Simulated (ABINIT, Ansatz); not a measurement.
# HfPbO3 (Pm-3m): zone-centre phonons, part 2 of 3

Aim: the zone-centre modes of HfPbO3 (Pm-3m).

ABINIT 10.8.3; DFT LDA, scalar-relativistic, plane waves, PseudoDojo norm-conserving pseudopotentials.

So far. Step 3 (Ground state): The cell stands at -0.86 GPa: the relaxation ran with a smoothed and higher cutoff and on another k mesh. Step 5 (Linear response at Γ): The acoustic modes at Γ come out as far as 1.4 cm⁻¹ from zero, where they should vanish, a small numerical error; the Born charges miss their sum rule by 0.0094 e, which is good. The lowest optical mode is imaginary, 119i cm⁻¹, an instability at this level and on this k mesh. The relaxed cell has a = 4.064 Å (conventional setting).

**6. Modes with the sum rule**

anaddb reads the merged derivatives, imposes the acoustic sum rule and charge neutrality, and adds the LO-TO term along chosen directions.

Input file anaddb.abi:

```
ddb_filepath "gamma_DDB"
output_file "anaddb.abo"
outdata_prefix "anaddb"
asr 1
chneut 1
enunit 2
eivec 1
nph1l 1
qph1l 0.0 0.0 0.0 1.0
dieflag 2
nph2l 3
qph2l 
    1.0 0.0 0.0 0.0
    0.0 0.0 1.0 0.0
    1.0 1.0 1.0 0.0
```

Input file mrgddb.in:

```
gamma_DDB
merged
2
dfpt_gammao_DS2_DDB
gso_DDB
```

The run is started by

```
$ mrgddb < mrgddb.in > mrgddb.log
$ OMP_NUM_THREADS=1 anaddb anaddb.abi > anaddb.log
```

anaddb.abo, the main output file:

```text
[banners, grids, parts of the stress and lines that vanish by symmetry left out]
-outvars_anaddb: echo values of input variables ----------------------

 Flags :
[...]
Dielectric Tensor and Effective Charges
[...]
Effective charge tensors after
[...]
Phonon wavevector (reduced coordinates) :  0.00000  0.00000  0.00000
 Phonon energies in Hartree :
[...]
Phonon energies in meV     :
- -1.475441E+01 -1.475441E+01 -1.475441E+01  0.000000E+00  0.000000E+00
-  0.000000E+00  1.371494E+01  1.371494E+01  1.371494E+01  1.793765E+01
-  1.793765E+01  1.793765E+01  7.388015E+01  7.388015E+01  7.388015E+01
 Phonon frequencies in cm-1    :
- -1.190023E+02 -1.190023E+02 -1.190023E+02  0.000000E+00  0.000000E+00
-  0.000000E+00  1.106184E+02  1.106184E+02  1.106184E+02  1.446769E+02
-  1.446769E+02  1.446769E+02  5.958836E+02  5.958836E+02  5.958836E+02
 Phonon frequencies in Thz     :
- -3.567600E+00 -3.567600E+00 -3.567600E+00  0.000000E+00  0.000000E+00
-  0.000000E+00  3.316257E+00  3.316257E+00  3.316257E+00  4.337305E+00
-  4.337305E+00  4.337305E+00  1.786414E+01  1.786414E+01  1.786414E+01
 Phonon energies in Kelvin  :
- -1.712178E+02 -1.712178E+02 -1.712178E+02  0.000000E+00  0.000000E+00
-  0.000000E+00  1.591552E+02  1.591552E+02  1.591552E+02  2.081578E+02
-  2.081578E+02  2.081578E+02  8.573435E+02  8.573435E+02  8.573435E+02
[...]
-  1  0.00000000E+00  0.00000000E+00  9.30481659E-04
-     0.00000000E+00  0.00000000E+00  0.00000000E+00
-  2  0.00000000E+00  0.00000000E+00 -3.99952351E-04
-     0.00000000E+00  0.00000000E+00  0.00000000E+00
-  3  0.00000000E+00 -1.22777526E-07 -1.34722496E-03
-     0.00000000E+00  0.00000000E+00  0.00000000E+00
-  4  0.00000000E+00  0.00000000E+00 -3.12053626E-03
-     0.00000000E+00  0.00000000E+00  0.00000000E+00
-  5  0.00000000E+00 -1.22777526E-07 -3.12053626E-03
-     0.00000000E+00  0.00000000E+00  0.00000000E+00
[...]
-  1  0.00000000E+00  9.30481659E-04  0.00000000E+00
-     0.00000000E+00  0.00000000E+00  0.00000000E+00
-  2  0.00000000E+00 -3.99952351E-04  0.00000000E+00
-     0.00000000E+00  0.00000000E+00  0.00000000E+00
-  3  0.00000000E+00 -3.12053626E-03  0.00000000E+00
-     0.00000000E+00  0.00000000E+00  0.00000000E+00
-  4  0.00000000E+00 -1.34722496E-03  1.22777632E-07
-     0.00000000E+00  0.00000000E+00  0.00000000E+00
-  5  0.00000000E+00 -3.12053626E-03  1.22777632E-07
-     0.00000000E+00  0.00000000E+00  0.00000000E+00
[...]
-  1  9.30481659E-04  0.00000000E+00  0.00000000E+00
-     0.00000000E+00  0.00000000E+00  0.00000000E+00
-  2 -3.99952351E-04  0.00000000E+00  0.00000000E+00
-     0.00000000E+00  0.00000000E+00  0.00000000E+00
-  3 -3.12053626E-03  0.00000000E+00  0.00000000E+00
-     0.00000000E+00  0.00000000E+00  0.00000000E+00
-  4 -3.12053626E-03  0.00000000E+00  0.00000000E+00
-     0.00000000E+00  0.00000000E+00  0.00000000E+00
[...]
Phonon at Gamma, with non-analyticity in the
[...]
Phonon energies in Hartree :
[...]
Phonon energies in meV     :
- -1.475441E+01 -1.475441E+01  0.000000E+00  0.000000E+00  0.000000E+00
-  1.026897E+01  1.371494E+01  1.371494E+01  1.371494E+01  1.793765E+01
[...]
Phonon frequencies in cm-1    :
[...]
Phonon frequencies in Thz     :
[...]
Phonon energies in Kelvin  :
[...]
-  1.191665E+02  1.591552E+02  1.591552E+02  1.591552E+02  2.081578E+02
-  2.081578E+02  4.912098E+02  8.573435E+02  8.573435E+02  1.017120E+03
[...]
-  5  0.00000000E+00  0.00000000E+00  1.12468652E-03
-     0.00000000E+00  0.00000000E+00  0.00000000E+00
[...]
-  1  0.00000000E+00  1.12468553E-03  0.00000000E+00
-     0.00000000E+00  0.00000000E+00  0.00000000E+00
-  2  0.00000000E+00  1.12468555E-03  0.00000000E+00
-     0.00000000E+00  0.00000000E+00  0.00000000E+00
-  3  0.00000000E+00  1.12468652E-03  0.00000000E+00
-     0.00000000E+00  0.00000000E+00  0.00000000E+00
-  4  0.00000000E+00  1.12468598E-03  0.00000000E+00
-     0.00000000E+00  0.00000000E+00  0.00000000E+00
-  5  0.00000000E+00  1.12468652E-03  0.00000000E+00
-     0.00000000E+00  0.00000000E+00  0.00000000E+00
[...]
Phonon at Gamma, with non-analyticity in the
[...]
Phonon energies in Hartree :
[...]
Phonon energies in meV     :
- -1.475441E+01 -1.475441E+01  0.000000E+00  0.000000E+00  0.000000E+00
-  1.026897E+01  1.371494E+01  1.371494E+01  1.371494E+01  1.793765E+01
-  1.793765E+01  4.232919E+01  7.388015E+01  7.388015E+01  8.764860E+01
 Phonon frequencies in cm-1    :
- -1.190023E+02 -1.190023E+02  0.000000E+00  0.000000E+00  0.000000E+00
[...]
Phonon frequencies in Thz     :
[...]
Phonon energies in Kelvin  :
[...]
Phonon at Gamma, with non-analyticity in the
[...]
Phonon energies in Hartree :
[...]
Phonon energies in meV     :
[...]
Phonon frequencies in cm-1    :
[...]
Phonon frequencies in Thz     :
[...]
Phonon energies in Kelvin  :
[...]
-  1.191665E+02  1.591552E+02  1.591552E+02  1.591552E+02  2.081578E+02
-  2.081578E+02  4.912098E+02  8.573435E+02  8.573435E+02  1.017120E+03
[...]
-  4  8.50179786E-04  2.96821126E-03 -2.86914912E-04
-     0.00000000E+00  0.00000000E+00  0.00000000E+00
-  5 -4.48015371E-03 -5.63264874E-04 -2.86914912E-04
-     0.00000000E+00  0.00000000E+00  0.00000000E+00
[...]
;  5 -3.25993390E-03 -2.04547975E-04 -2.04547975E-04
;     0.00000000E+00  0.00000000E+00  0.00000000E+00
-
```

Run time: 0.7 s. Hardware: 1 thread of Intel Xeon Platinum 8488C (Sapphire Rapids), shared host.

This step gave:

| Property | Result |
| --- | --- |
| lowest optical zone-centre mode | -119 cm⁻¹ |
| highest mode moved by the LO-TO term | 706.9 cm⁻¹ |

No LO-TO term; unit eigenvectors of the mass-weighted matrix, from anaddb's displacements. The modes at Γ (shares of kinetic energy by element, %) (negative means imaginary):

```csv
mode,frequency (cm⁻¹),symmetry,Pb %,Hf %,O %
1,-119.0,T1u,33,5,62
2,-119.0,T1u,33,5,62
3,-119.0,T1u,33,5,62
4,0.0,acoustic,48,41,11
5,0.0,acoustic,48,41,11
6,0.0,acoustic,48,41,11
7,110.6,T2u,0,0,100
8,110.6,T2u,0,0,100
9,110.6,T2u,0,0,100
10,144.7,T1u,19,51,29
11,144.7,T1u,19,51,29
12,144.7,T1u,19,51,29
13,595.9,T1u,0,3,97
14,595.9,T1u,0,3,97
15,595.9,T1u,0,3,97
```

Displacements in mode 1 (-119.0 cm⁻¹), the largest set to 1:
```
Pb1  0.00  0.00  0.30
Hf2  0.00  0.00 -0.13
O3   0.00  0.00 -0.43
O4   0.00  0.00 -1.00
O5   0.00  0.00 -1.00
```

Displacements in mode 13 (595.9 cm⁻¹), the largest set to 1:
```
Pb1  0.00  0.00  0.00
Hf2  0.00  0.00  0.05
O3   0.00  0.00 -1.00
O4   0.00  0.00  0.19
O5   0.00  0.00  0.19
```

With imaginary modes the relaxed-ion tensors have no meaning and are not tabulated.

The rule moves no optical mode by more than 0.2 cm⁻¹.

**7. Sum rules set otherwise (asr 0)**

Without the rule the raw error of the acoustic modes shows.

anaddb.abi, as its differences from that of step 6:

```diff
@@ -3,4 +3,4 @@
 outdata_prefix "anaddb"
-asr 1
-chneut 1
+asr 0
+chneut 0
 enunit 2
```

mrgddb.in is that of step 6.

anaddb.abo, the main output file:

```text
[banners, grids, parts of the stress and lines that vanish by symmetry left out]
-outvars_anaddb: echo values of input variables ----------------------

 Flags :
[...]
Dielectric Tensor and Effective Charges
[...]
Effective charge tensors after
[...]
Phonon wavevector (reduced coordinates) :  0.00000  0.00000  0.00000
 Phonon energies in Hartree :
[...]
Phonon energies in meV     :
- -1.474457E+01 -1.474457E+01 -1.474457E+01  1.723298E-01  1.723298E-01
-  1.723298E-01  1.373454E+01  1.373454E+01  1.373454E+01  1.794205E+01
-  1.794205E+01  1.794205E+01  7.387858E+01  7.387858E+01  7.387858E+01
 Phonon frequencies in cm-1    :
- -1.189229E+02 -1.189229E+02 -1.189229E+02  1.389933E+00  1.389933E+00
-  1.389934E+00  1.107765E+02  1.107765E+02  1.107765E+02  1.447124E+02
-  1.447124E+02  1.447124E+02  5.958709E+02  5.958709E+02  5.958709E+02
 Phonon frequencies in Thz     :
- -3.565220E+00 -3.565220E+00 -3.565220E+00  4.166915E-02  4.166915E-02
-  4.166916E-02  3.320997E+00  3.320997E+00  3.320997E+00  4.338369E+00
-  4.338369E+00  4.338369E+00  1.786376E+01  1.786376E+01  1.786376E+01
 Phonon energies in Kelvin  :
- -1.711036E+02 -1.711036E+02 -1.711036E+02  1.999804E+00  1.999804E+00
-  1.999804E+00  1.593827E+02  1.593827E+02  1.593827E+02  2.082089E+02
-  2.082089E+02  2.082089E+02  8.573253E+02  8.573253E+02  8.573253E+02
[...]
-  1  0.00000000E+00  0.00000000E+00  9.31271731E-04
-     0.00000000E+00  0.00000000E+00  0.00000000E+00
-  2  0.00000000E+00  0.00000000E+00 -3.99946899E-04
-     0.00000000E+00  0.00000000E+00  0.00000000E+00
-  3  0.00000000E+00  0.00000000E+00 -1.34680935E-03
-     0.00000000E+00  0.00000000E+00  0.00000000E+00
-  4  0.00000000E+00  0.00000000E+00 -3.11910342E-03
-     0.00000000E+00  0.00000000E+00  0.00000000E+00
-  5  0.00000000E+00  0.00000000E+00 -3.11910342E-03
-     0.00000000E+00  0.00000000E+00  0.00000000E+00
[...]
-  1  0.00000000E+00 -9.31271730E-04  0.00000000E+00
-     0.00000000E+00  0.00000000E+00  0.00000000E+00
-  2  0.00000000E+00  3.99946899E-04  0.00000000E+00
-     0.00000000E+00  0.00000000E+00  0.00000000E+00
-  3  0.00000000E+00  3.11910342E-03  0.00000000E+00
-     0.00000000E+00  0.00000000E+00  0.00000000E+00
-  4  0.00000000E+00  1.34680935E-03  0.00000000E+00
-     0.00000000E+00  0.00000000E+00  0.00000000E+00
-  5  0.00000000E+00  3.11910342E-03  0.00000000E+00
-     0.00000000E+00  0.00000000E+00  0.00000000E+00
[...]
-  1  9.31271731E-04  0.00000000E+00  0.00000000E+00
-     0.00000000E+00  0.00000000E+00  0.00000000E+00
-  2 -3.99946899E-04  0.00000000E+00  0.00000000E+00
-     0.00000000E+00  0.00000000E+00  0.00000000E+00
-  3 -3.11910342E-03  0.00000000E+00  0.00000000E+00
-     0.00000000E+00  0.00000000E+00  0.00000000E+00
-  4 -3.11910342E-03  0.00000000E+00  0.00000000E+00
-     0.00000000E+00  0.00000000E+00  0.00000000E+00
[...]
Phonon at Gamma, with non-analyticity in the
[...]
Phonon energies in Hartree :
[...]
Phonon energies in meV     :
- -1.474457E+01 -1.474457E+01  1.722960E-01  1.723298E-01  1.723298E-01
-  1.026639E+01  1.373454E+01  1.373454E+01  1.373454E+01  1.794205E+01
[...]
Phonon frequencies in cm-1    :
[...]
Phonon frequencies in Thz     :
[...]
Phonon energies in Kelvin  :
[...]
-  1.191366E+02  1.593827E+02  1.593827E+02  1.593827E+02  2.082089E+02
-  2.082089E+02  4.910858E+02  8.573253E+02  8.573253E+02  1.016966E+03
[...]
-  5  1.12567392E-03  0.00000000E+00  0.00000000E+00
-     0.00000000E+00  0.00000000E+00  0.00000000E+00
[...]
-  1  0.00000000E+00  0.00000000E+00 -1.12409819E-03
-     0.00000000E+00  0.00000000E+00  0.00000000E+00
-  2  0.00000000E+00  0.00000000E+00 -1.12515982E-03
-     0.00000000E+00  0.00000000E+00  0.00000000E+00
-  3  0.00000000E+00  0.00000000E+00 -1.12533112E-03
-     0.00000000E+00  0.00000000E+00  0.00000000E+00
-  4  0.00000000E+00  0.00000000E+00 -1.12551974E-03
-     0.00000000E+00  0.00000000E+00  0.00000000E+00
-  5  0.00000000E+00  0.00000000E+00 -1.12551974E-03
-     0.00000000E+00  0.00000000E+00  0.00000000E+00
[...]
Phonon at Gamma, with non-analyticity in the
[...]
Phonon energies in Hartree :
[...]
Phonon energies in meV     :
- -1.474457E+01 -1.474457E+01  1.722960E-01  1.723298E-01  1.723298E-01
-  1.026639E+01  1.373454E+01  1.373454E+01  1.373454E+01  1.794205E+01
-  1.794205E+01  4.231850E+01  7.387858E+01  7.387858E+01  8.763532E+01
 Phonon frequencies in cm-1    :
- -1.189229E+02 -1.189229E+02  1.389661E+00  1.389933E+00  1.389934E+00
[...]
Phonon frequencies in Thz     :
[...]
Phonon energies in Kelvin  :
[...]
Phonon at Gamma, with non-analyticity in the
[...]
Phonon energies in Hartree :
[...]
Phonon energies in meV     :
[...]
Phonon frequencies in cm-1    :
[...]
Phonon frequencies in Thz     :
[...]
Phonon energies in Kelvin  :
[...]
-  1.191366E+02  1.593827E+02  1.593827E+02  1.593827E+02  2.082089E+02
-  2.082089E+02  4.910858E+02  8.573253E+02  8.573253E+02  1.016966E+03
[...]
-  4  8.50298337E-04  2.96818048E-03 -2.86954445E-04
-     0.00000000E+00  0.00000000E+00  0.00000000E+00
-  5 -4.48010347E-03 -5.63343893E-04 -2.86954445E-04
-     0.00000000E+00  0.00000000E+00  0.00000000E+00
[...]
;  5 -3.25997664E-03 -2.03798197E-04 -2.03798197E-04
;     0.00000000E+00  0.00000000E+00  0.00000000E+00
-
```

It took 0.65 s on 1 thread.

This step gave:

* lowest optical zone-centre mode: -118.9 cm⁻¹

Zone-centre frequencies as printed; negative means imaginary. Modes:

```csv
mode,frequency (cm⁻¹)
1,-118.9
2,-118.9
3,-118.9
4,1.39
5,1.39
6,1.39
7,110.8
8,110.8
9,110.8
10,144.7
11,144.7
12,144.7
13,595.9
14,595.9
15,595.9
```

With imaginary modes the relaxed-ion tensors have no meaning and are not tabulated.

(Part 2 of 3 ends here.)

[Host names and launcher messages were left out of these logs when they were recorded.]

[Logs are printed without paths, hosts, clocks, repeated set-up lines and the standing remarks that a program may print on its own settings, such as how far it seeks lower states.]

[Hosts, paths, dates, database ids (printed as entryN), source tags and the programs' standing remarks are cut or masked in the printed files.]
